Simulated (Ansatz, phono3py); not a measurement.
# Scattering channels in LiF (Griceite, Fm-3m), one at a time, part 2 of 3

Wanted: the sensitivity of κ of LiF (Griceite) to the choices of the transport step.

Experimental results on record:
- thermal conductivity 17.6 W/m/K near room temperature (given in “Combining the AFLOW GIBBS and Elastic Libraries to efficiently and robustly screen thermo-mechanical properties of solids”, 2017, arXiv:1611.05714)
- thermal conductivity 17.6 W/m/K near room temperature (given in “Predicting the lattice thermal conductivity of solids by solving the Boltzmann transport equation: AFLOW - AAPL an automated, accurate and efficient framework”, 2017, arXiv:1611.05481)

phono3py 4.10.0; DFT LDA, scalar-relativistic, plane waves, PAW; phono3py on Ansatz's force constants.

So far, κ at 300 K (W/m/K): step 2 (relaxation-time solution) 20.4; step 4 (isotopes none) 20.8; step 5 (q-mesh of the transport sums 5×5×5) 23.1; step 6 (q-mesh of the transport sums 9×9×9) 19.6.

### 7. Another q-mesh, third order supercell 4×4×4, supercell 8×8×8 (run 3)

The q-mesh of the transport sums changes, with the same scattering terms.

The input, phono3py.yaml:

```yaml
phono3py:
  version: "4.10.0"
  frequency_unit_conversion_factor: 15.633302
  symmetry_tolerance: 1.00000e-05

physical_unit:
  atomic_mass: "AMU"
  length: "angstrom"

space_group:
  type: "Fm-3m"
  number: 225
  Hall_symbol: "-F 4 2 3"

primitive_matrix:
- [  1.000000000000000,  0.000000000000000,  0.000000000000000 ]
- [  0.000000000000000,  1.000000000000000,  0.000000000000000 ]
- [  0.000000000000000,  0.000000000000000,  1.000000000000000 ]

supercell_matrix:
- [   4,   0,   0 ]
- [   0,   4,   0 ]
- [   0,   0,   4 ]

# [primitive_cell block left out]
unit_cell:
  lattice:
  - [     0.000000000000000,     1.954454422100000,     1.954454422100000 ] # a
  - [     1.954454422100000,     0.000000000000000,     1.954454422100000 ] # b
  - [     1.954454422100000,     1.954454422100000,     0.000000000000000 ] # c
  points:
  - symbol: Li # 1
    coordinates: [  0.000000000000000,  0.000000000000000,  0.000000000000000 ]
    mass: 6.940000
    reduced_to: 1
  - symbol: F # 2
    coordinates: [  0.500000000000000,  0.500000000000000,  0.500000000000000 ]
    mass: 18.998403
    reduced_to: 2

# [supercell block left out]
phonon_supercell_matrix:
- [   8,   0,   0 ]
- [   0,   8,   0 ]
- [   0,   0,   8 ]

# [phonon_primitive_cell block left out]
# [phonon_supercell block left out]
nac:
  born_effective_charge:
  - # 1 (Li)
    - [  1.040537852420564,  0.000000000000000,  0.000000000000000 ]
    - [  0.000000000000000,  1.040537852420565,  0.000000000000000 ]
    - [  0.000000000000000,  0.000000000000000,  1.040537852420565 ]
  - # 2 (F)
    - [ -1.040537852420564,  0.000000000000000,  0.000000000000000 ]
    - [  0.000000000000000, -1.040537852420565,  0.000000000000000 ]
    - [  0.000000000000000,  0.000000000000000, -1.040537852420565 ]
  dielectric_constant:
    - [  2.118186703513531,  0.000000000000000,  0.000000000000000 ]
    - [  0.000000000000000,  2.118186703513531,  0.000000000000000 ]
    - [  0.000000000000000,  0.000000000000000,  2.118186703513531 ]
  unit_conversion_factor: 14.399645
```

The run is started by

```console
$ phono3py phono3py.yaml --mesh 13 13 13 --br --isotope --ts 100 300 600
```

Log:

```text
[banner, memory and clock lines left out]
Rust backend (phonors) using rayon (16 threads).
Running in phono3py.load mode.
Spglib version 2.8.0
----------------------------- General settings -----------------------------
Run mode: conductivity-RTA
HDF5 data compression filter: gzip
Crystal structure was read from "phono3py.yaml".
Supercell (dim): [4 4 4]
Phonon supercell (dim-fc2): [8 8 8]
Primitive matrix:
  [1. 0. 0.]
  [0. 1. 0.]
  [0. 0. 1.]
Spacegroup: Fm-3m (225)
Use -v option to watch primitive cell, unit cell, and supercell structures.
[...]
12.516   (  -0.000   19.300    3.183)   19.561
  13.303   (  -0.000  -16.441  -30.075)   34.276
=================== End of collection of collisions ===================
----------- Thermal conductivity (W/m-k) with tetrahedron method -----------
#  T(K)        xx         yy         zz         yz         xz         xy
  100.0      88.332     88.332     88.332      0.000      0.000     -0.000
  300.0      19.897     19.897     19.897      0.000      0.000     -0.000
  600.0       9.536      9.536      9.536      0.000      0.000     -0.000

Thermal conductivity related properties were written into
"kappa-m131313.hdf5".
Summary of calculation was written in "phono3py.yaml".
```

Elapsed: 36 s, on 16 threads of Arm Neoverse N1, shared host; peak memory 0.61 GiB; 3.4 min of CPU time.

κ at 300 K goes from 20.4 in the base run to 19.9 W/(m K).

### 8. Another q-mesh, third order supercell 4×4×4, supercell 8×8×8 (run 4)

The q-mesh of the transport sums changes, with the same scattering terms.

phono3py.yaml is that of step 7.

The run is started by

```console
$ phono3py phono3py.yaml --mesh 19 19 19 --br --isotope --ts 100 300 600
```

Log:

```text
[banner, memory and clock lines left out]
Rust backend (phonors) using rayon (16 threads).
Running in phono3py.load mode.
Spglib version 2.8.0
----------------------------- General settings -----------------------------
Run mode: conductivity-RTA
HDF5 data compression filter: gzip
Crystal structure was read from "phono3py.yaml".
Supercell (dim): [4 4 4]
Phonon supercell (dim-fc2): [8 8 8]
Primitive matrix:
  [1. 0. 0.]
  [0. 1. 0.]
  [0. 0. 1.]
Spacegroup: Fm-3m (225)
Use -v option to watch primitive cell, unit cell, and supercell structures.
[...]
12.840   ( -28.204   17.203   -0.000)   33.037
  12.863   (   2.490  -20.247   -0.000)   20.400
=================== End of collection of collisions ===================
----------- Thermal conductivity (W/m-k) with tetrahedron method -----------
#  T(K)        xx         yy         zz         yz         xz         xy
  100.0      94.697     94.697     94.697      0.000      0.000     -0.000
  300.0      20.209     20.209     20.209      0.000      0.000     -0.000
  600.0       9.639      9.639      9.639      0.000      0.000     -0.000

Thermal conductivity related properties were written into
"kappa-m191919.hdf5".
Summary of calculation was written in "phono3py.yaml".
```

Run time: 2.2 min. Hardware: 16 threads; peak memory 0.61 GiB; 29 min of CPU time.

κ at 300 K goes from 20.4 in the base run to 20.2 W/(m K).

### 9. Another q-mesh, third order supercell 4×4×4, supercell 8×8×8 (run 5)

The q-mesh of the transport sums changes, with the same scattering terms.

phono3py.yaml is that of step 8.

The run is started by

```console
$ phono3py phono3py.yaml --mesh 25 25 25 --br --isotope --ts 100 300 600
```

Log:

```text
[banner, memory and clock lines left out]
Rust backend (phonors) using rayon (16 threads).
Running in phono3py.load mode.
Spglib version 2.8.0
----------------------------- General settings -----------------------------
Run mode: conductivity-RTA
HDF5 data compression filter: gzip
Crystal structure was read from "phono3py.yaml".
Supercell (dim): [4 4 4]
Phonon supercell (dim-fc2): [8 8 8]
Primitive matrix:
  [1. 0. 0.]
  [0. 1. 0.]
  [0. 0. 1.]
Spacegroup: Fm-3m (225)
Use -v option to watch primitive cell, unit cell, and supercell structures.
[...]
12.632   (  -0.000   19.815    1.745)   19.892
  12.970   (  -0.000  -18.496  -21.818)   28.603
=================== End of collection of collisions ===================
----------- Thermal conductivity (W/m-k) with tetrahedron method -----------
#  T(K)        xx         yy         zz         yz         xz         xy
  100.0      96.384     96.384     96.384      0.000     -0.000     -0.000
  300.0      20.345     20.345     20.345      0.000     -0.000     -0.000
  600.0       9.699      9.699      9.699      0.000     -0.000     -0.000

Thermal conductivity related properties were written into
"kappa-m252525.hdf5".
Summary of calculation was written in "phono3py.yaml".
```

Wall time 9.6 min (16 threads); peak memory 0.61 GiB.

W/m/K. Kappa, by row:

```csv
T (K),xx,yy,zz,yz,xz,xy
100,96.38,96.38,96.38,0,0,0
300,20.35,20.35,20.35,0,0,0
600,9.699,9.699,9.699,0,0,0
```

κ at 300 K goes from 20.4 in the base run to 20.4 W/(m K).

### 10. Mesh convergence

This step: DFT LDA, scalar-relativistic, plane waves, PAW (phono3py 4.10.0).

Series, by row:

```
mesh points along each axis  kappa at 100 K (W/m/K)  kappa at 300 K (W/m/K)  kappa at 600 K (W/m/K)  seconds
                          5                   95.53                    23.1                   11.01    23.27
                          9                   82.82                   19.55                   9.417    25.51
                         13                   88.33                    19.9                   9.536    35.87
                         19                    94.7                   20.21                   9.639    133.4
                         25                   96.38                   20.35                   9.699    575.8
```

### 11. Boundary scattering, third order supercell 4×4×4, supercell 8×8×8

A boundary term v/L is added to each rate, a simple model of grains or a thin sample.

This step: DFT LDA, scalar-relativistic, plane waves, PAW; phono3py on Ansatz's force constants (phono3py 4.10.0).

phono3py.yaml is that of step 9.

The run is started by

```console
$ phono3py phono3py.yaml --mesh 27 27 27 --br --isotope --boundary-mfp 0.1 --ts 100 150 200 300 400 500 600 800
```

Log:

```text
[banner, memory and clock lines left out]
Rust backend (phonors) using rayon (16 threads).
Running in phono3py.load mode.
Spglib version 2.8.0
----------------------------- General settings -----------------------------
Run mode: conductivity-RTA
HDF5 data compression filter: gzip
Crystal structure was read from "phono3py.yaml".
Supercell (dim): [4 4 4]
Phonon supercell (dim-fc2): [8 8 8]
Primitive matrix:
  [1. 0. 0.]
  [0. 1. 0.]
  [0. 0. 1.]
Spacegroup: Fm-3m (225)
Use -v option to watch primitive cell, unit cell, and supercell structures.
NAC parameters were read from "phono3py.yaml".
fc3 was read from "fc3.hdf5".
fc2 was read from "fc2.hdf5".
----------------------------- Force constants ------------------------------
Max drift of fc3: -0.00000000 (xxx) -0.00000000 (xxx) -0.00000000 (xxx)
Max drift of fc2: -0.00000000 (zz) -0.00000000 (zz)
--------------------------- Calculation settings ---------------------------
Non-analytical term correction (NAC): True
NAC unit conversion factor:  14.39964
BZ integration: Tetrahedron-method
Temperature:  100.0  150.0  200.0  300.0  400.0 ... 800.0
Cutoff frequency: 0.01
Mesh sampling: [ 27 27 27 ]
Generating grid system ... [ 27 27 27 ]
fc3-r2q-transformation over three atoms: True
--------------------------- Phonon calculations ----------------------------
  PRB 50, 13035(R) (1994), PRB 55, 10355 (1997)
  G-cutoff distance: 1.69, Number of G-points: 307, Lambda: 0.26
Running harmonic phonon calculations...
-------------------- Lattice thermal conductivity (RTA) --------------------
Running heat capacity calculations...
Running velocity calculations...
Running isotope scattering calculations with tetrahedron method...
======================= Grid point 0 (1/560) =======================
q-point: ( 0.00  0.00  0.00)
Boundary mean free path (micrometer): 0.10000
Mass variance parameters: 1.46e-03 0.00e+00
Number of triplets: 560
Frequency     group velocity (x, y, z)     |gv|
   0.000   (   0.000    0.000    0.000)    0.000
   0.000   (   0.000    0.000    0.000)    0.000
   0.000   (   0.000    0.000    0.000)    0.000
  10.169   (   0.000    0.000    0.000)    0.000
  10.169   (   0.000    0.000    0.000)    0.000
  10.169   (   0.000    0.000    0.000)    0.000
======================= Grid point 1 (2/560) =======================
q-point: ( 0.04  0.00  0.00)
Boundary mean free path (micrometer): 0.10000
Mass variance parameters: 1.46e-03 0.00e+00
Number of triplets: 1834
Frequency     group velocity (x, y, z)     |gv|
   0.738   ( -25.876   25.876   25.876)   44.818
   0.738   ( -25.876   25.876   25.876)   44.818
   1.289   ( -45.197   45.197   45.197)   78.283
  10.163   (   0.393   -0.393   -0.393)    0.680
  10.163   (   0.393   -0.393   -0.393)    0.680
  20.018   (   0.887   -0.887   -0.887)    1.536
[557 grid points left out]
======================= Grid point 4784 (560/560) =======================
q-point: (-0.26  0.48  0.22)
Boundary mean free path (micrometer): 0.10000
Mass variance parameters: 1.46e-03 0.00e+00
Number of triplets: 5110
Frequency     group velocity (x, y, z)     |gv|
   8.640   (   6.836    2.097    0.000)    7.150
   9.925   (  -5.012   20.286    0.000)   20.896
  10.086   (   1.828  -19.767   -0.000)   19.851
  11.778   (  20.176    2.610    0.000)   20.344
  12.772   ( -23.142   18.141   -0.000)   29.405
  12.831   (   1.738  -20.260   -0.000)   20.335
=================== End of collection of collisions ===================
----------- Thermal conductivity (W/m-k) with tetrahedron method -----------
#  T(K)        xx         yy         zz         yz         xz         xy
  100.0      35.508     35.508     35.508      0.000      0.000     -0.000
  150.0      29.665     29.665     29.665      0.000      0.000     -0.000
  200.0      23.616     23.616     23.616      0.000      0.000     -0.000
  300.0      16.422     16.422     16.422      0.000      0.000     -0.000
  400.0      12.590     12.590     12.590      0.000      0.000     -0.000
  500.0      10.230     10.230     10.230      0.000      0.000     -0.000
  600.0       8.628      8.628      8.628      0.000      0.000     -0.000
  800.0       6.586      6.586      6.586      0.000      0.000     -0.000

Thermal conductivity related properties were written into
"kappa-m272727.hdf5".
Summary of calculation was written in "phono3py.yaml".
```

The job ended after 15 min (16 threads; peak memory 0.61 GiB; 3.8 h of CPU time).

Numbers from this step:

```
κ at 300 K            : 16.42 W/m/K
κ xx, yy, zz at 300 K : 16.42, 16.42, 16.42 W/m/K
```

W/m/K. Kappa, by row:

```csv
T (K),xx,yy,zz,yz,xz,xy
100,35.51,35.51,35.51,0,0,0
150,29.66,29.66,29.66,0,0,0
200,23.62,23.62,23.62,0,0,0
300,16.42,16.42,16.42,0,0,0
400,12.59,12.59,12.59,0,0,0
500,10.23,10.23,10.23,0,0,0
600,8.628,8.628,8.628,0,0,0
800,6.586,6.586,6.586,0,0,0
```

κ at 300 K goes from 20.4 in the base run to 16.4 W/(m K).

### 12. Boundary scattering, third order supercell 4×4×4, supercell 8×8×8 (run 2)

A boundary term v/L is added to each rate, a simple model of grains or a thin sample.

phono3py.yaml is that of step 11.

The run is started by

```console
$ phono3py phono3py.yaml --mesh 27 27 27 --br --isotope --boundary-mfp 100 --ts 100 150 200 300 400 500 600 800
```

Log:

```text
[banner, memory and clock lines left out]
Rust backend (phonors) using rayon (16 threads).
Running in phono3py.load mode.
Spglib version 2.8.0
----------------------------- General settings -----------------------------
Run mode: conductivity-RTA
HDF5 data compression filter: gzip
Crystal structure was read from "phono3py.yaml".
Supercell (dim): [4 4 4]
Phonon supercell (dim-fc2): [8 8 8]
Primitive matrix:
  [1. 0. 0.]
  [0. 1. 0.]
  [0. 0. 1.]
Spacegroup: Fm-3m (225)
Use -v option to watch primitive cell, unit cell, and supercell structures.
[...]
----------- Thermal conductivity (W/m-k) with tetrahedron method -----------
#  T(K)        xx         yy         zz         yz         xz         xy
  100.0      95.827     95.827     95.827      0.000      0.000     -0.000
  150.0      49.378     49.378     49.378      0.000      0.000     -0.000
  200.0      33.237     33.237     33.237      0.000      0.000     -0.000
[...]
600.0       9.722      9.722      9.722      0.000      0.000     -0.000
  800.0       7.251      7.251      7.251      0.000      0.000     -0.000

Thermal conductivity related properties were written into
"kappa-m272727.hdf5".
Summary of calculation was written in "phono3py.yaml".
```

Wall time 15 min (16 threads); peak memory 0.61 GiB; 3.9 h of CPU time.

This step gave:

| Property | Result |
| --- | --- |
| κ at 300 K | 20.39 W/m/K |
| κ xx, yy, zz at 300 K | 20.39, 20.39, 20.39 W/m/K |

κ at 300 K goes from 20.4 in the base run to 20.4 W/(m K).

### 13. Direct solution of the linearised equation, third order supercell 4×4×4, supercell 8×8×8

Solving the linearised equation directly keeps the heat that normal processes pass on between modes; it is dearer, so the mesh may be smaller.

phono3py.yaml is that of step 12.

The run is started by

```console
$ phono3py phono3py.yaml --mesh 19 19 19 --lbte --isotope --ts 100 300 600
```

Log:

```text
[banner, memory and clock lines left out]
Rust backend (phonors) using rayon (16 threads).
Running in phono3py.load mode.
Spglib version 2.8.0
----------------------------- General settings -----------------------------
Run mode: conductivity-LBTE
HDF5 data compression filter: gzip
Crystal structure was read from "phono3py.yaml".
Supercell (dim): [4 4 4]
Phonon supercell (dim-fc2): [8 8 8]
Primitive matrix:
  [1. 0. 0.]
  [0. 1. 0.]
  [0. 0. 1.]
Spacegroup: Fm-3m (225)
Use -v option to watch primitive cell, unit cell, and supercell structures.
NAC parameters were read from "phono3py.yaml".
fc3 was read from "fc3.hdf5".
fc2 was read from "fc2.hdf5".
----------------------------- Force constants ------------------------------
Max drift of fc3: -0.00000000 (xxx) -0.00000000 (xxx) -0.00000000 (xxx)
Max drift of fc2: -0.00000000 (zz) -0.00000000 (zz)
--------------------------- Calculation settings ---------------------------
Non-analytical term correction (NAC): True
NAC unit conversion factor:  14.39964
BZ integration: Tetrahedron-method
Temperatures: 100.0  300.0  600.0
Cutoff frequency: 0.01
Mesh sampling: [ 19 19 19 ]
Generating grid system ... [ 19 19 19 ]
fc3-r2q-transformation over three atoms: True
--------------------------- Phonon calculations ----------------------------
  PRB 50, 13035(R) (1994), PRB 55, 10355 (1997)
  G-cutoff distance: 1.69, Number of G-points: 307, Lambda: 0.26
Running harmonic phonon calculations...
------------------- Lattice thermal conductivity (LBTE) -------------------
Running heat capacity calculations...
Running velocity calculations...
Running isotope scattering calculations with tetrahedron method...
======================= Grid point 0 (1/220) =======================
q-point: ( 0.00  0.00  0.00)
Boundary mean free path (millimeter): 1000.000
Mass variance parameters: 1.46e-03 0.00e+00
Number of triplets: 220
Frequency     group velocity (x, y, z)     |gv|
   0.000   (   0.000    0.000    0.000)    0.000
   0.000   (   0.000    0.000    0.000)    0.000
   0.000   (   0.000    0.000    0.000)    0.000
  10.169   (   0.000    0.000    0.000)    0.000
  10.169   (   0.000    0.000    0.000)    0.000
  10.169   (   0.000    0.000    0.000)    0.000
======================= Grid point 1 (2/220) =======================
q-point: ( 0.05  0.00  0.00)
Boundary mean free path (millimeter): 1000.000
Mass variance parameters: 1.46e-03 0.00e+00
Number of triplets: 670
Frequency     group velocity (x, y, z)     |gv|
   1.047   ( -25.742   25.742   25.742)   44.586
   1.047   ( -25.742   25.742   25.742)   44.586
   1.829   ( -44.967   44.967   44.967)   77.885
  10.157   (   0.479   -0.479   -0.479)    0.829
  10.157   (   0.479   -0.479   -0.479)    0.829
  20.005   (   1.222   -1.222   -1.222)    2.117
[217 grid points left out]
======================= Grid point 1647 (220/220) =======================
q-point: (-0.26  0.47  0.21)
Boundary mean free path (millimeter): 1000.000
Mass variance parameters: 1.46e-03 0.00e+00
Number of triplets: 1810
Frequency     group velocity (x, y, z)     |gv|
   8.602   (   9.513    3.276    0.000)   10.061
   9.909   (  -7.147   19.616    0.000)   20.877
  10.116   (   2.580  -19.459   -0.000)   19.629
  11.682   (  24.029    3.828    0.000)   24.332
  12.840   ( -28.204   17.203   -0.000)   33.037
  12.863   (   2.490  -20.247   -0.000)   20.400
=================== End of collection of collisions ===================
- Collision matrix shape (1, 3, 220, 6, 3, 220, 6, 3)
- Averaging collision matrix elements by phonon degeneracy [0.157s]
- Making collision matrix symmetric (Rust) [0.016s]
Diagonalize by scipy.linalg.lapack.dsyev sum=2.7e+02 d=-1.1e-13 [122.923s]
Pinv by ignoring 1026/3960 dims under abs(eig)<1.0e-08 (np.dot) [0.020s]
----------- Thermal conductivity (W/m-k) with tetrahedron method -----------
#  T(K)        xx         yy         zz         yz         xz         xy
  100.0     110.313    110.313    110.313      0.000      0.000     -0.000
  (RTA)      94.697     94.697     94.697      0.000      0.000     -0.000
Diagonalize by scipy.linalg.lapack.dsyev sum=5.6e+02 d=-1.1e-13 [124.469s]
Pinv by ignoring 1026/3960 dims under abs(eig)<1.0e-08 (np.dot) [0.024s]
#  T(K)        xx         yy         zz         yz         xz         xy
  300.0      21.993     21.993     21.993      0.000      0.000     -0.000
  (RTA)      20.209     20.209     20.209      0.000     -0.000     -0.000
Diagonalize by scipy.linalg.lapack.dsyev sum=1.1e+03 d=0.0e+00 [132.520s]
Pinv by ignoring 1026/3960 dims under abs(eig)<1.0e-08 (np.dot) [0.019s]
#  T(K)        xx         yy         zz         yz         xz         xy
  600.0      10.415     10.415     10.415      0.000      0.000     -0.000
  (RTA)       9.639      9.639      9.639      0.000      0.000     -0.000
Thermal conductivity related properties were written into
"kappa-m191919.hdf5".
Eigenvalues of collision matrix were written into "coleigs-m191919.hdf5"
Summary of calculation was written in "phono3py.yaml".
```

Elapsed: 8.8 min, on 16 threads; peak memory 0.82 GiB; 37 min of CPU time.

This step gave:

```
κ at 300 K            : 21.99 W/m/K
κ xx, yy, zz at 300 K : 21.99, 21.99, 21.99 W/m/K
```

W/m/K. Kappa, by row:

```csv
T (K),xx,yy,zz,yz,xz,xy,RTA mean
100,110.3,110.3,110.3,0,0,0,94.7
300,21.99,21.99,21.99,0,0,0,20.21
600,10.41,10.41,10.41,0,0,0,9.639
```

On this mesh the direct solution gives 22.0 W/(m K) at 300 K, against 20.2 in the relaxation-time approximation.

(Continued in part 3 of 3.)

[Logs are printed without paths, hosts, clocks, repeated set-up lines and the standing remarks that a program may print on its own settings, such as how far it seeks lower states.]

[Hosts, paths, dates, database ids (printed as entryN), source tags and the programs' standing remarks are cut or masked in the printed files.]

[A step with changed settings may run another functional than the one named; its input shows which.]
